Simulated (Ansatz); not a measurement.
# Elastic response of H7C5SNO5 (P2_1/c) (152 atoms), part 2 of 3

How stiff is H7C5SNO5 (P2_1/c) (152 atoms), and how do its levels respond to strain?

Ansatz 0.2.0; Kohn-Sham DFT, PBE+D3(BJ), PAW (set soft_2), plane waves.

The cell: 56 H, 40 C, 8 S, 8 N and 40 O. The Brillouin zone is sampled at Γ only.

So far. Step 2 (Single point at the start): The r.m.s. force at the start is 1.9 eV/Å. Step 3 (Cell and atoms relaxed): The relaxation converged after 9 steps, with a largest force component of 0.021 eV/Å.

## Step 5: Volume -3 %

The relaxed cell is scaled evenly and the atoms are relaxed again; the stress at the end gives one point of P(V).

Input file input.yaml:

```yaml
crystal:
  lattice:
    - [10.34119, -0.00722, -0.0533]
    - [-0.00739, 10.64867, -0.00397]
    - [-1.60182, -0.00397, 13.27603]
  atoms:
    [... the 152 atom lines of step 4 ...]
kpoints:
  mp_grid: { grid: [1, 1, 1] }
hamiltonian:
  xc: pbe
  dispersion: d3bj
scf:
  occupations: { method: fixed }
output:
  forces: true
  eigenvalues: true
  stress: true
relax:
  f_tol: 0.05
  max_steps: 70
```

Command:

```
$ ansatz run input.yaml --threads 4 --pin off --max-ram 8192MiB --backend cpu --events-out ev --progress --plain --runs-dir out
```

Log:

```text
Warning: output.stress: scf.convergence.dr2_threshold = 1e-7 eV (the SCF's general default) is looser than the 1.08e-8 eV advised for a printed stress (1e-10 eV for each atom of the cell: 152, of which 108 are counted). What an SCF threshold leaves in a stress goes as its square root, and in the free energy as the threshold itself, and one threshold admits the most on a small cell: [...]
[...]
Crystal: 152 atoms, lattice volume = 1461.045 Å³
Basis set: ecut = 420 eV, 28571 PW (Γ), exchange–correlation on 144×144×180 points (8 copies of the dense FFT grid, shifted against one another)
Bands: 424, of which v1, the nominal top of the filled ones, is band 272 counted from 1 (271 counted from 0)
Symmetry: 1 space group operations
[...]
k-points: 1
[...]
SCF iter   1: F=—  HF=-43913.268564 eV  |F-HF|=—  |Δ(HF+E_count)|=         —  Δρ=4.20e-3  dr2=2.31e-1  ethr=1.77e-3  ⟨swp⟩=4.0  Hψ=1619  notcnv=0  defer=146
[...]
SCF iter   5: F=—  HF=-43913.207303 eV  |F-HF|=—  |Δ(HF+E_count)|=   1.20e-4  Δρ=9.18e-5  dr2=1.20e-4  ethr=1.46e-7  ⟨swp⟩=2.0  Hψ=542  notcnv=0  defer=150
SCF iter   6: F=-43913.207368 eV  HF=-43913.207368 eV  |F-HF|=2.13e-7  |Δ(HF+E_count)|=   6.41e-5  Δρ=3.65e-5  dr2=1.95e-5  ethr=1.15e-8  ⟨swp⟩=15.0  Hψ=3055  notcnv=0
SCF 1 converged in 6 iterations: F = -43913.207368 eV  dr2 = 1.95e-5
[...]
relax step   1: F+E_penalty+E_count = -43913.20736776 eV  Δ(F+E_penalty+E_count) = +0.000e0 eV  max|allowed force component| = 7.058e-1 eV/Å  Δτ_max = 0.0000 Å  (6 SCF iters, dr2 threshold 6.25e-5 eV, accepted)
[...]
relax step   2: F+E_penalty+E_count = -43913.66644374 eV  Δ(F+E_penalty+E_count) = -4.591e-1 eV  max|allowed force component| = 4.307e-1 eV/Å  Δτ_max = 0.0404 Å  (6 SCF iters, dr2 threshold 3.11e-5 eV, accepted)
[...]
relax step   3: F+E_penalty+E_count = -43913.76765798 eV  Δ(F+E_penalty+E_count) = -1.012e-1 eV  max|allowed force component| = 7.941e-2 eV/Å  Δτ_max = 0.0660 Å  (7 SCF iters, dr2 threshold 1.16e-5 eV, accepted)
relax step   4: F+E_penalty+E_count = -43913.77035663 eV  Δ(F+E_penalty+E_count) = -2.699e-3 eV  max|allowed force component| = 1.139e-1 eV/Å  Δτ_max = 0.0616 Å  (9 SCF iters, accepted)
[...]
relax step   5: F+E_penalty+E_count = -43913.77830531 eV  Δ(F+E_penalty+E_count) = -7.949e-3 eV  max|allowed force component| = 3.590e-2 eV/Å  Δτ_max = 0.0457 Å  (9 SCF iters, accepted)
SCF converged after 9 iterations
Free energy (F): -43913.778305 eV
[...]
Internal energy: -43913.778305 eV  (E = F + TS)
E sigma→0 (E₀):  -43913.778305 eV
Fermi energy:    1.054731 eV
[...]
Σ components = -43913.778305   (vs F -43913.778305, Δ=0.00e0)
--- Forces (eV/Å), atoms counted from 1 ---
  atom   1  H      0.01195170     0.01091573     0.00851028
  atom   2  H     -0.01667639     0.00937433    -0.00765102
  atom   3  H     -0.01344945    -0.00973006    -0.00826830
  atom   4  H      0.01762067    -0.01122940     0.00559927
[...]
atom 152  O      0.01507987    -0.02224000     0.00435578
  max |Σ_I F_I| component: 1.34e-5 eV/Å
--- Stress (GPa, compression-positive) ---
        0.682264       0.002549       0.010741
        0.002549       0.322869       0.005884
        0.010740       0.005884       0.187735
  P = ⅓ Tr σ = 0.3976 GPa (3.976 kbar)
--- Band table (eV) ---
[...]
--- Relaxed structure (5 steps of the walk, 5 accepted, 0 SCFs on fresh bases) ---
  F+E_penalty+E_count = -43913.77830531 eV   max|allowed force component| = 3.590e-2 eV/Å
  atoms:
    - { symbol: H, position: [0.915665, 0.398103, 0.179631] }
    - { symbol: H, position: [0.085246, 0.897193, 0.070151] }
    - { symbol: H, position: [0.085496, 0.602185, 0.320051] }
    - { symbol: H, position: [0.915752, 0.102987, 0.429528] }
[...]
- { symbol: O, position: [0.462177, 0.301634, 0.900809] }
```

Wall time 61 s (4 threads of Intel Xeon Platinum 8488C (Sapphire Rapids), shared host); peak memory 2.1 GiB.

The program notes that the SCF threshold is loose for the stress.

The relaxation converged after 5 steps, 0.571 eV below its start, with a largest force component of 0.036 eV/Å.

Volume -3 %: the energy stands 0.0490 eV above that of the reference, at a pressure of 0.398 GPa.

## Step 6: Volume +3 %

The relaxed cell is scaled to another volume.

Input and log are left out; they have the form of those shown for this kind of step.

Elapsed: 50 s, on 4 threads of Intel Xeon Platinum 8488C (Sapphire Rapids), shared host; peak memory 2.2 GiB.

The relaxation converged after 4 steps, 0.518 eV below its start, with a largest force component of 0.021 eV/Å.

Volume +3 %: the energy stands 0.0502 eV above that of the reference, at a pressure of -0.406 GPa.

## Step 7: Volume -6 %

The relaxed cell is scaled to another volume.

Input and log are left out; they have the form of those shown for this kind of step.

Wall time 69 s (4 threads of Intel Xeon Platinum 8488C (Sapphire Rapids), shared host); peak memory 2.1 GiB; 4.2 min of CPU time.

The relaxation converged after 6 steps, 2.40 eV below its start, with a largest force component of 0.046 eV/Å.

Volume -6 %: the energy stands 0.239 eV above that of the reference, at a pressure of 0.976 GPa.

## Step 8: Volume +6 %

The relaxed cell is scaled to another volume.

input.yaml, the sections that differ from step 5:

```yaml
crystal:
  lattice:
    - [10.65161, -0.00743, -0.0549]
    - [-0.00762, 10.96832, -0.00409]
    - [-1.64991, -0.00409, 13.67455]
  atoms:
    [... the 152 atom lines of step 4 ...]
# kpoints, hamiltonian, scf, output, relax: as in step 5
```

Log:

```text
[...]
Crystal: 152 atoms, lattice volume = 1596.607 Å³
Basis set: ecut = 420 eV, 31235 PW (Γ), exchange–correlation on 144×150×192 points (8 copies of the dense FFT grid, shifted against one another)
Bands: 424, of which v1, the nominal top of the filled ones, is band 272 counted from 1 (271 counted from 0)
Symmetry: 1 space group operations
[...]
k-points: 1
[...]
SCF iter   1: F=—  HF=-43911.689612 eV  |F-HF|=—  |Δ(HF+E_count)|=         —  Δρ=3.82e-3  dr2=2.29e-1  ethr=1.77e-3  ⟨swp⟩=4.0  Hψ=1611  notcnv=0  defer=143
[...]
SCF iter   5: F=—  HF=-43911.653682 eV  |F-HF|=—  |Δ(HF+E_count)|=   7.76e-5  Δρ=1.16e-4  dr2=2.36e-4  ethr=2.15e-7  ⟨swp⟩=2.0  Hψ=542  notcnv=0  defer=150
SCF iter   6: F=-43911.653729 eV  HF=-43911.653731 eV  |F-HF|=1.91e-6  |Δ(HF+E_count)|=   4.90e-5  Δρ=4.12e-5  dr2=3.42e-5  ethr=1.15e-8  ⟨swp⟩=15.0  Hψ=2926  notcnv=0
SCF 1 converged in 6 iterations: F = -43911.653729 eV  dr2 = 3.42e-5
[...]
relax step   1: F+E_penalty+E_count = -43911.65372924 eV  Δ(F+E_penalty+E_count) = +0.000e0 eV  max|allowed force component| = 1.166e0 eV/Å  Δτ_max = 0.0000 Å  (6 SCF iters, dr2 threshold 6.25e-5 eV, accepted)
[...]
relax step   2: F+E_penalty+E_count = -43913.23939481 eV  Δ(F+E_penalty+E_count) = -1.586e0 eV  max|allowed force component| = 7.971e-1 eV/Å  Δτ_max = 0.0779 Å  (6 SCF iters, dr2 threshold 8.49e-5 eV, accepted)
[...]
relax step   3: F+E_penalty+E_count = -43913.60611139 eV  Δ(F+E_penalty+E_count) = -3.667e-1 eV  max|allowed force component| = 1.593e-1 eV/Å  Δτ_max = 0.0581 Å  (6 SCF iters, dr2 threshold 3.97e-5 eV, accepted)
relax step   4: F+E_penalty+E_count = -43913.63303693 eV  Δ(F+E_penalty+E_count) = -2.693e-2 eV  max|allowed force component| = 5.941e-2 eV/Å  Δτ_max = 0.0690 Å  (9 SCF iters, accepted)
relax step   5: F+E_penalty+E_count = -43913.64151765 eV  Δ(F+E_penalty+E_count) = -8.481e-3 eV  max|allowed force component| = 5.514e-2 eV/Å  Δτ_max = 0.0428 Å  (9 SCF iters, accepted)
relax step   6: F+E_penalty+E_count = -43913.64583539 eV  Δ(F+E_penalty+E_count) = -4.318e-3 eV  max|allowed force component| = 5.366e-2 eV/Å  Δτ_max = 0.0324 Å  (9 SCF iters, accepted)
[...]
relax step   7: F+E_penalty+E_count = -43913.64881614 eV  Δ(F+E_penalty+E_count) = -2.981e-3 eV  max|allowed force component| = 4.094e-2 eV/Å  Δτ_max = 0.0243 Å  (9 SCF iters, accepted)
SCF converged after 9 iterations
Free energy (F): -43913.648816 eV
[...]
Internal energy: -43913.648816 eV  (E = F + TS)
E sigma→0 (E₀):  -43913.648816 eV
Fermi energy:    0.349284 eV
[...]
Σ components = -43913.648816   (vs F -43913.648816, Δ=0.00e0)
--- Forces (eV/Å), atoms counted from 1 ---
  atom   1  H      0.00946025     0.00295661    -0.00218951
  atom   2  H     -0.00906162     0.00305651     0.00200018
  atom   3  H     -0.00898067    -0.00272725     0.00243468
  atom   4  H      0.00908933    -0.00293650    -0.00202093
[...]
atom 152  O     -0.00877308    -0.01415959     0.00362072
  max |Σ_I F_I| component: 1.40e-5 eV/Å
--- Stress (GPa, compression-positive) ---
       -1.072448      -0.000896      -0.033770
       -0.000896      -0.543694       0.003930
       -0.033770       0.003930      -0.177057
  P = ⅓ Tr σ = -0.5977 GPa (-5.977 kbar)
--- Band table (eV) ---
[...]
--- Relaxed structure (7 steps of the walk, 7 accepted, 0 SCFs on fresh bases) ---
  F+E_penalty+E_count = -43913.64881614 eV   max|allowed force component| = 4.094e-2 eV/Å
  atoms:
    - { symbol: H, position: [0.925298, 0.397487, 0.170073] }
    - { symbol: H, position: [0.075256, 0.896699, 0.079471] }
    - { symbol: H, position: [0.075725, 0.602734, 0.329761] }
    - { symbol: H, position: [0.925873, 0.103374, 0.420111] }
[...]
- { symbol: O, position: [0.477698, 0.281142, 0.892428] }
```

The job ended after 94 s (4 threads; peak memory 2.2 GiB).

The relaxation converged after 7 steps, 2.00 eV below its start, with a largest force component of 0.041 eV/Å.

Volume +6 %: the energy stands 0.178 eV above that of the reference, at a pressure of -0.598 GPa.

## Step 9: Volume -10 %

The relaxed cell is scaled to another volume.

Input and log are left out; they have the form of those shown for this kind of step.

The job ended after 75 s (4 threads of Intel Xeon Platinum 8488C (Sapphire Rapids), shared host; peak memory 2 GiB; 4.7 min of CPU time).

The relaxation converged after 6 steps, 7.12 eV below its start, with a largest force component of 0.048 eV/Å.

Volume -10 %: the energy stands 0.756 eV above that of the reference, at a pressure of 1.88 GPa.

## Step 10: Stretched by 1 % along x

The relaxed cell is strained along x alone, which gives the stiffness along x and its coupling to y and z.

input.yaml, the sections that differ from step 8:

```yaml
crystal:
  lattice:
    - [10.55119, -0.00729, -0.05384]
    - [-0.00754, 10.75734, -0.00401]
    - [-1.63435, -0.00401, 13.41151]
  atoms:
    [... the 152 atom lines of step 4 ...]
# kpoints, hamiltonian, scf, output, relax: as in step 8
```

Log:

```text
[...]
Crystal: 152 atoms, lattice volume = 1521.296 Å³
Basis set: ecut = 420 eV, 29741 PW (Γ), exchange–correlation on 144×144×192 points (8 copies of the dense FFT grid, shifted against one another)
Bands: 424, of which v1, the nominal top of the filled ones, is band 272 counted from 1 (271 counted from 0)
Symmetry: 1 space group operations
[...]
k-points: 1
[...]
SCF iter   1: F=—  HF=-43913.660573 eV  |F-HF|=—  |Δ(HF+E_count)|=         —  Δρ=4.02e-3  dr2=2.35e-1  ethr=1.77e-3  ⟨swp⟩=4.0  Hψ=1617  notcnv=0  defer=146
[...]
SCF iter   5: F=—  HF=-43913.609404 eV  |F-HF|=—  |Δ(HF+E_count)|=   1.14e-4  Δρ=1.07e-4  dr2=1.73e-4  ethr=1.76e-7  ⟨swp⟩=2.0  Hψ=542  notcnv=0  defer=150
SCF iter   6: F=-43913.609462 eV  HF=-43913.609463 eV  |F-HF|=7.10e-7  |Δ(HF+E_count)|=   5.86e-5  Δρ=3.89e-5  dr2=2.72e-5  ethr=1.15e-8  ⟨swp⟩=17.0  Hψ=2942  notcnv=0
SCF 1 converged in 6 iterations: F = -43913.609462 eV  dr2 = 2.72e-5
[...]
relax step   1: F+E_penalty+E_count = -43913.60946201 eV  Δ(F+E_penalty+E_count) = +0.000e0 eV  max|allowed force component| = 5.582e-1 eV/Å  Δτ_max = 0.0000 Å  (6 SCF iters, dr2 threshold 6.25e-5 eV, accepted)
[...]
relax step   2: F+E_penalty+E_count = -43913.76865704 eV  Δ(F+E_penalty+E_count) = -1.592e-1 eV  max|allowed force component| = 3.431e-1 eV/Å  Δτ_max = 0.0318 Å  (6 SCF iters, dr2 threshold 1.95e-5 eV, accepted)
[...]
relax step   3: F+E_penalty+E_count = -43913.79872532 eV  Δ(F+E_penalty+E_count) = -3.007e-2 eV  max|allowed force component| = 6.207e-2 eV/Å  Δτ_max = 0.0206 Å  (6 SCF iters, dr2 threshold 7.36e-6 eV, accepted)
[...]
relax step   4: F+E_penalty+E_count = -43913.80085540 eV  Δ(F+E_penalty+E_count) = -2.130e-3 eV  max|allowed force component| = 1.302e-2 eV/Å  Δτ_max = 0.0231 Å  (9 SCF iters, accepted)
SCF converged after 9 iterations
Free energy (F): -43913.800855 eV
[...]
Internal energy: -43913.800855 eV  (E = F + TS)
E sigma→0 (E₀):  -43913.800855 eV
Fermi energy:    0.729740 eV
[...]
Σ components = -43913.800855   (vs F -43913.800855, Δ=0.00e0)
--- Forces (eV/Å), atoms counted from 1 ---
  atom   1  H      0.00068877     0.00023649    -0.01038347
  atom   2  H      0.00000358     0.00031287     0.00990896
  atom   3  H     -0.00086698    -0.00034845     0.01028667
  atom   4  H      0.00046681    -0.00017793    -0.01015790
[...]
atom 152  O     -0.00080410     0.00500809     0.00729133
  max |Σ_I F_I| component: 1.25e-5 eV/Å
--- Stress (GPa, compression-positive) ---
       -0.643419       0.000515      -0.027412
        0.000515      -0.104874       0.004742
       -0.027413       0.004742      -0.016516
  P = ⅓ Tr σ = -0.2549 GPa (-2.549 kbar)
--- Band table (eV) ---
[...]
--- Relaxed structure (4 steps of the walk, 4 accepted, 0 SCFs on fresh bases) ---
  F+E_penalty+E_count = -43913.80085540 eV   max|allowed force component| = 1.302e-2 eV/Å
  atoms:
    - { symbol: H, position: [0.918844, 0.398364, 0.175850] }
    - { symbol: H, position: [0.081958, 0.897649, 0.073650] }
    - { symbol: H, position: [0.082315, 0.601948, 0.323976] }
    - { symbol: H, position: [0.919206, 0.102527, 0.425910] }
[...]
- { symbol: O, position: [0.470189, 0.291237, 0.897175] }
```

It took 49 s on 4 threads; peak memory 2.2 GiB; 3 min of CPU time.

The relaxation converged after 4 steps, 0.191 eV below its start, with a largest force component of 0.013 eV/Å.

Stretched by 1 % along x: the energy stands 0.0264 eV above that of the reference, at a pressure of -0.255 GPa.

(Part 2 of 3 ends here.)

[Long decimals in the printed logs are rounded to 6 places.]

[Logs are printed without paths, hosts, clocks, repeated set-up lines and the standing remarks that a program may print on its own settings, such as how far it seeks lower states.]

[Hosts, paths, dates, database ids (printed as entryN), source tags and the programs' standing remarks are cut or masked in the printed files.]
